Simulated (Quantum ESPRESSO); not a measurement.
# Dipole at the next field: In2STe, 1 layer

**Set-up.** Quantum ESPRESSO 7.5, LDA, GBRV ultrasoft; sawtooth field along the normal with dipole correction, ions clamped, threshold 1e-9 Ry; cell area 15.025 Å².

```tsv
field (V/Å)	dipole (e Å a cell)
0	−0.04360
0.1	0.01770
0.2	0.07909
```

**Question.** What is the dipole at −0.2 V/Å, and what electrostatic thickness 4πα/A follows from the rows?

By hand: The slope is (0.07909 − (−0.04360))/0.2 = 0.6134 e Å²/V, so 4πα/A = 180.95 × 0.6134/15.025 = 7.39 Å. Linear response gives p = −0.04360 + 0.6134 × (−0.2) = −0.16629 e Å; a parabola through the three rows gives −0.16593.

**The withheld run.** p = −0.16599 e Å. The line misses by 0.2 % of the induced dipole and the parabola by 0.0 %. The response is linear over this range.

Caveats: Electrons alone respond; local and semilocal functionals tend to overscreen.

[Logs are printed without paths, hosts, clocks, repeated set-up lines and the standing remarks that a program may print on its own settings, such as how far it seeks lower states.]
